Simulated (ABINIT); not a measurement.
## Quasiparticle gap of TiO2 (Rutile) in ABINIT

How does a plane-wave GW calculation on TiO2 (Rutile) run from the first input to the gap?

Program: ABINIT 10.8.3. Level of theory: LDA and many-body steps on it, plane waves. Results are calculated unless marked as measured.

**The experiments to reproduce.**

- Gap 3.03 eV: experimental band gap, quoted; bulk crystal (quoted in “Polaron-induced phonon localization and stiffening in rutile TiO2”, 2016, arxiv:1612.05679).

- Gap 3.09 ± 0.06 eV: optical gap from Tauc plot assuming indirect allowed transition; UV/vis diffuse reflectance, Kubelka-Munk and Tauc analysis; film (30 nm ALD shell on quartz particles, grown at 200 C, annealed in air at 500 C; rutile-rich with some anatase) on SiO2 (quartz particles) (“Defect-Mediated Crystallization of the Particulate TiO2 Photocatalyst Grown by Atomic Layer Deposition”, 2024, pmc:11726664).

- Gap 3.28 eV: optical bandgap after anatase to rutile transformation; spectroscopic ellipsometry; film (polycrystalline sol-gel film on Si(100), annealed at high temperature below 800 °C) (“Photocatalytic Performance of Sol-Gel Prepared TiO2 Thin Films Annealed at Various Temperatures”, 2023, pmc:10419699).

- Gap 3.05 eV: band gap; bulk crystal (literature experimental value) (quoted in “Hydrogen related defects in titanium dioxide at the interface to palladium”, 2021, arxiv:2112.05953).

### Step 1. Set-up

It takes space group P4_2/mnm (No. 136, tetragonal). Conventional cell: a = 4.592 Å, b = 4.592 Å, c = 2.957 Å, α = 90.00°, β = 90.00°, γ = 90.00°. Nearest to Ti lie 6 O at 1.95 to 1.98 Å. O has 3 Ti at 1.95 to 1.98 Å nearest. Farther neighbours and most contacts between anions are not listed.

The cell and positions come from the Crystallography Open Database and are kept as given unless a step says otherwise.

### Step 2. Ground state

This step: ABINIT 10.8.3; DFT, LDA, plane waves, norm-conserving pseudopotentials.

The ground-state density comes first.

File run.abi:

```
acell 3*1.0 Angstrom
rprim 
  4.592200000000 0.000000000000 0.000000000000
  0.000000000000 4.592200000000 0.000000000000
  0.000000000000 0.000000000000 2.957400000000
ntypat 2
znucl 22 8
natom 6
typat 1 1 2 2 2 2
xred 
  0.000000000000 0.000000000000 0.000000000000
  0.500000000000 0.500000000000 0.500000000000
  0.304960000000 0.304960000000 0.000000000000
  0.195040000000 0.804960000000 0.500000000000
  0.695040000000 0.695040000000 0.000000000000
  0.804960000000 0.195040000000 0.500000000000
pp_dirpath "pseudos"
pseudos "Ti.upf, O.upf"
ecut 38
ngkpt 4 4 8
nshiftk 1
shiftk 0 0 0
kptopt 1
chksymbreak 0
nband 31
occopt 1
tolvrs 1e-10
nstep 60
prtwf 0
indata_prefix "in"
outdata_prefix "out"
tmpdata_prefix "tmp"
```

The run is started by

```sh
$ OMP_NUM_THREADS=1 mpirun -n 4 abinit run.abi > log
```

Numbers of over 12 decimals in the logs are rounded to 6 here.

The program printed:

```text
.Version 10.8.3 of ABINIT. v10.8.2 released Aug 2026.

 Symmetries : space group P4_2/m n m (#136); Bravais tP (primitive tetrag.)
================================================================================
 Values of the parameters that define the memory need of the present run
     intxc =       0    ionmov =       0      iscf =       7    lmnmax =       6
     lnmax =       6     mgfft =      50  mpssoang =       3    mqgrid =    3001
     natom =       6  nloc_mem =       1    nspden =       1   nspinor =       1
    nsppol =       1      nsym =      16    n1xccc =    2501    ntypat =       2
    occopt =       1   xclevel =       1
-    mband =          31        mffmem =           1         mkmem =           8
       mpw =        4726          nfft =       80000          nkpt =          30
================================================================================
  Rough estimation (10% accuracy) of disk space for files :
================================================================================

--------------------------------------------------------------------------------
------------- Echo of variables that govern the present computation ------------
--------------------------------------------------------------------------------
 -outvars: echo values of preprocessed input variables --------
            acell      1.8897261259E+00  1.8897261259E+00  1.8897261259E+00 Bohr

      chksymbreak           0
             ecut      3.80000000E+01 Hartree
-          fftalg         312

              ixc       -1012
              kpt      0.00000000E+00  0.00000000E+00  0.00000000E+00
                       2.50000000E-01  0.00000000E+00  0.00000000E+00
                       5.00000000E-01  0.00000000E+00  0.00000000E+00
                       2.50000000E-01  2.50000000E-01  0.00000000E+00
                       5.00000000E-01  2.50000000E-01  0.00000000E+00
                       5.00000000E-01  5.00000000E-01  0.00000000E+00
                       0.00000000E+00  0.00000000E+00  1.25000000E-01
                       2.50000000E-01  0.00000000E+00  1.25000000E-01
                       5.00000000E-01  0.00000000E+00  1.25000000E-01
   [... 19 further rows ...]
                       5.00000000E-01  2.50000000E-01  5.00000000E-01
                       5.00000000E-01  5.00000000E-01  5.00000000E-01
         kptrlatt        4    0    0      0    4    0      0    0    8
          kptrlen      3.47120013E+01
P           mkmem           8
            natom           6
            nband          31
            ngfft          50      50      32
             nkpt          30
            nstep          60
             nsym          16
           ntypat           2
              occ      2.000000  2.000000  2.000000  2.000000  2.000000  2.000000
                       2.000000  2.000000  2.000000  2.000000  2.000000  2.000000
                       2.000000  2.000000  2.000000  2.000000  2.000000  2.000000
                       2.000000  2.000000  2.000000  2.000000  2.000000  2.000000
                       0.000000  0.000000  0.000000  0.000000  0.000000  0.000000
                       0.000000
            prtwf           0
            rprim      4.5922000000E+00  0.0000000000E+00  0.0000000000E+00
[...]
spgroup         136

           tolvrs      1.00000000E-10

             xred      0.0000000000E+00  0.0000000000E+00  0.0000000000E+00
[...]
znucl       22.00000    8.00000

================================================================================

 chkinp: Checking input parameters for consistency.

================================================================================
== DATASET  1 ==================================================================
-   mpi_nproc: 4, omp_nthreads: 1 (-1 if OMP is not activated)

--- !DatasetInfo
iteration_state: {dtset: 1, }
dimensions: {natom: 6, nkpt: 30, mband: 31, nsppol: 1, nspinor: 1, nspden: 1, mpw: 4726, }
cutoff_energies: {ecut:  38.0, pawecutdg:  -1.0, }
electrons: {nelect:   4.80000000E+01, charge:   0.00000000E+00, occopt:   1.00000000E+00, tsmear:   1.00000000E-02, }

 Real(R)+Recip(G) space primitive vectors, cartesian coordinates (Bohr,Bohr^-1):
 R(1)=  8.6780003  0.0000000  0.0000000  G(1)=  0.1152339  0.0000000  0.0000000
 R(2)=  0.0000000  8.6780003  0.0000000  G(2)=  0.0000000  0.1152339  0.0000000
 R(3)=  0.0000000  0.0000000  5.5886760  G(3)=  0.0000000  0.0000000  0.1789333
 Unit cell volume ucvol=  4.2087028E+02 bohr^3
 Angles (23,13,12)=  9.00000000E+01  9.00000000E+01  9.00000000E+01 degrees

 getcut: wavevector=  0.0000  0.0000  0.0000  ngfft=  50  50  32
         ecut(hartree)=     38.000   => boxcut(ratio)=   2.06340

--- Pseudopotential description ------------------------------------------------
- Ti Generated using ONCVPSP code by D. R. Hamann
- 22.00000  12.00000  180309                  znucl, zion, pspdat
12 -1012 2 -1 1568                            pspcod,pspxc,lmax,lloc,mmax
     nproj     2     2     2
  pspatm : epsatm=   14.84363209
         --- l  ekb(1:nproj) -->
[...]
pspatm: atomic psp has been read  and splines computed

- O Generated using ONCVPSP code by D. R. Hamann
-  8.00000   6.00000  201201                  znucl, zion, pspdat
[...]
ETOT 12  -185.09627033872    -6.014E-09 5.318E-04 1.089E-06
 ETOT 13  -185.09627033920    -4.815E-10 9.105E-04 2.115E-07
 ETOT 14  -185.09627033930    -9.470E-11 6.333E-04 2.887E-09
 ETOT 15  -185.09627033929     6.793E-12 5.851E-04 2.424E-10
 ETOT 16  -185.09627033929    -1.904E-12 6.810E-04 5.818E-11

 At SCF step   16       vres2   =  5.82E-11 < tolvrs=  1.00E-10 =>converged.

 Cartesian components of stress tensor (hartree/bohr^3)
  sigma(1 1)=  2.65196951E-04  sigma(3 2)=  0.00000000E+00
  sigma(2 2)=  2.65196951E-04  sigma(3 1)=  0.00000000E+00
  sigma(3 3)=  3.67620308E-04  sigma(2 1)=  0.00000000E+00

--- !ResultsGS
iteration_state: {dtset: 1, }
comment   : Summary of ground state results
lattice_vectors:
- [  8.6780003,   0.0000000,   0.0000000, ]
- [  0.0000000,   8.6780003,   0.0000000, ]
- [  0.0000000,   0.0000000,   5.5886760, ]
lattice_lengths: [   8.67800,    8.67800,    5.58868, ]
lattice_angles: [ 90.000,  90.000,  90.000, ] # degrees, (23, 13, 12)
lattice_volume:   4.2087028E+02
convergence: {deltae: -1.904E-12, res2:  5.818E-11, residm:  6.810E-04, diffor: null, }
etotal    :  -1.85096270E+02
entropy   :   0.00000000E+00
fermie    :   1.92991521E-01
cartesian_stress_tensor: # hartree/bohr^3
- [  2.65196951E-04,   0.00000000E+00,   0.00000000E+00, ]
- [  0.00000000E+00,   2.65196951E-04,   0.00000000E+00, ]
- [  0.00000000E+00,   0.00000000E+00,   3.67620308E-04, ]
pressure_GPa:  -8.8068E+00
xred      :
- [  0.0000E+00,   0.0000E+00,   0.0000E+00, Ti]
- [  5.0000E-01,   5.0000E-01,   5.0000E-01, Ti]
- [  3.0496E-01,   3.0496E-01,   0.0000E+00,  O]
- [  1.9504E-01,   8.0496E-01,   5.0000E-01,  O]
- [  6.9504E-01,   6.9504E-01,   0.0000E+00,  O]
- [  8.0496E-01,   1.9504E-01,   5.0000E-01,  O]
cartesian_forces: # hartree/bohr
- [ -3.61400724E-20,  -0.00000000E+00,  -0.00000000E+00, ]
- [ -3.61400724E-20,  -0.00000000E+00,  -0.00000000E+00, ]
- [  5.85342186E-04,   5.85342186E-04,  -0.00000000E+00, ]
- [ -5.85342186E-04,   5.85342186E-04,  -0.00000000E+00, ]
- [ -5.85342186E-04,  -5.85342186E-04,  -0.00000000E+00, ]
- [  5.85342186E-04,  -5.85342186E-04,  -0.00000000E+00, ]
force_length_stats: {min:   3.61400724E-20, max:   8.27798858E-04, mean:   5.51865905E-04, }

 Integrated electronic density in atomic spheres:
 ------------------------------------------------
 Atom  Sphere_radius  Integrated_density
[...]
================================================================================

 ----iterations are completed or convergence reached----

 Mean square residual over all n,k,spin=   15.652E-07; max=  68.100E-05
 reduced coordinates (array xred) for    6 atoms
[...]
0.500000000000      0.500000000000      0.500000000000
       0.304960000000      0.304960000000      0.000000000000
       0.195040000000      0.804960000000      0.500000000000
       0.695040000000      0.695040000000      0.000000000000
       0.804960000000      0.195040000000      0.500000000000
 rms dE/dt=  3.3864E-03; max dE/dt=  5.0796E-03; dE/dt below (all hartree)
    1       0.000000000000      0.000000000000      0.000000000000
    2       0.000000000000      0.000000000000      0.000000000000
    3      -0.005079599674     -0.005079599674      0.000000000000
    4       0.005079599674     -0.005079599674      0.000000000000
    5       0.005079599674      0.005079599674      0.000000000000
    6      -0.005079599674      0.005079599674      0.000000000000

 cartesian coordinates (angstrom) at end:
    1      0.000000     0.000000     0.000000
    2      2.296100     2.296100     1.478700
    3      1.400437     1.400437     0.000000
    4      0.895663     3.696537     1.478700
[...]
cartesian forces (hartree/bohr) at end:
[...]
frms,max,avg= 3.9022812E-04 5.8534219E-04   0.000E+00  0.000E+00  0.000E+00 h/b

 cartesian forces (eV/Angstrom) at end:
[...]
2     -0.000000    -0.000000    -0.000000
    3      0.030100     0.030100    -0.000000
    4     -0.030100     0.030100    -0.000000
    5     -0.030100    -0.030100    -0.000000
    6      0.030100    -0.030100    -0.000000
 frms,max,avg= 2.0066337E-02 3.0099505E-02   0.000E+00  0.000E+00  0.000E+00 e/A
 length scales=  1.889726125908  1.889726125908  1.889726125908 bohr
              =  1.000000000000  1.000000000000  1.000000000000 angstroms
 prteigrs : about to open file out_EIG
 Fermi (or HOMO) energy (hartree) =   0.19299   Average Vxc (hartree)=  -0.44434
 Eigenvalues (hartree) for nkpt=  30  k points:
 kpt#   1, nband= 31, wtk=  0.00781, kpt=  0.0000  0.0000  0.0000 (reduced coord)
  -1.87422   -1.87354   -1.01618   -1.01618   -1.00991   -1.00991   -1.00873   -1.00741
  -0.46454   -0.41946   -0.39074   -0.39074   -0.02203   -0.00592    0.00828    0.05131
   0.05131    0.09788    0.09788    0.11941    0.16686    0.17616    0.17616    0.19299
   0.26046    0.27087    0.28073    0.28421    0.28421    0.35810    0.36264
 prteigrs : prtvol=0 or 1, do not print more k-points.

--- !EnergyTerms
iteration_state     : {dtset: 1, }
comment             : Components of total free energy in Hartree
kinetic             :  8.98938655227943E+01
hartree             :  4.24338808458528E+01
xc                  : -3.36852396652810E+01
Ewald energy        : -1.32190796511257E+02
psp_core            :  6.24872149725221E+00
local_psp           : -1.48456484617139E+02
non_local_psp       : -9.34021741151340E+00
total_energy        : -1.85096270339292E+02
total_energy_eV     : -5.03672610489298E+03
band_energy         : -2.09357957083935E+01

 Cartesian components of stress tensor (hartree/bohr^3)
  sigma(1 1)=  2.65196951E-04  sigma(3 2)=  0.00000000E+00
  sigma(2 2)=  2.65196951E-04  sigma(3 1)=  0.00000000E+00
  sigma(3 3)=  3.67620308E-04  sigma(2 1)=  0.00000000E+00

-Cartesian components of stress tensor (GPa)         [Pressure= -8.8068E+00 GPa]
- sigma(1 1)=  7.80236367E+00  sigma(3 2)=  0.00000000E+00
- sigma(2 2)=  7.80236367E+00  sigma(3 1)=  0.00000000E+00
- sigma(3 3)=  1.08157629E+01  sigma(2 1)=  0.00000000E+00

== END DATASET(S) ==============================================================
================================================================================

 -outvars: echo values of variables after computation  --------
           etotal     -1.8509627034E+02
            nband          31
             nkpt          30
          spgroup         136
 [... the other variables as echoed above ...]

 Calculation completed.
```

Elapsed: 60 s, on 4 MPI ranks of Arm Neoverse V2, shared host; peak memory 0.36 GiB.

Numbers from this step:

- total energy: -5036.7261 eV
- gap: 1.836 eV
- k of the valence top: 0, 0, 0
- k of the conduction bottom: 0, 0, 0
- least direct gap: 1.836 eV
- pressure: -8.807 GPa

The gap is direct, at Γ.

The cutoff was set for levels, not for stress, so the pressure can be off by some GPa.

(Part 1 of 3 ends here.)

[Paths, hosts, dates, memory and timing lines, banners, echoed tables and standing remarks are left out of the program output.]

[Logs are printed without paths, hosts, clocks, repeated set-up lines and the standing remarks that a program may print on its own settings, such as how far it seeks lower states.]

[Runs of the session that timed out or met a known fault of the program may be left out.]

[Hosts, paths, dates, database ids (printed as entryN), source tags and the programs' standing remarks are cut or masked in the printed files.]

[G0W0 gaps are taken among the corrected bands and points alone; a level outside them can change the order at an edge.]

[Where Ansatz stands beside ABINIT at settings called matched, ABINIT's density can come from a denser mesh and the files from another edition; pairs whose starting gaps differed by over 0.03 eV were left out, so agreement reads better than it is.]
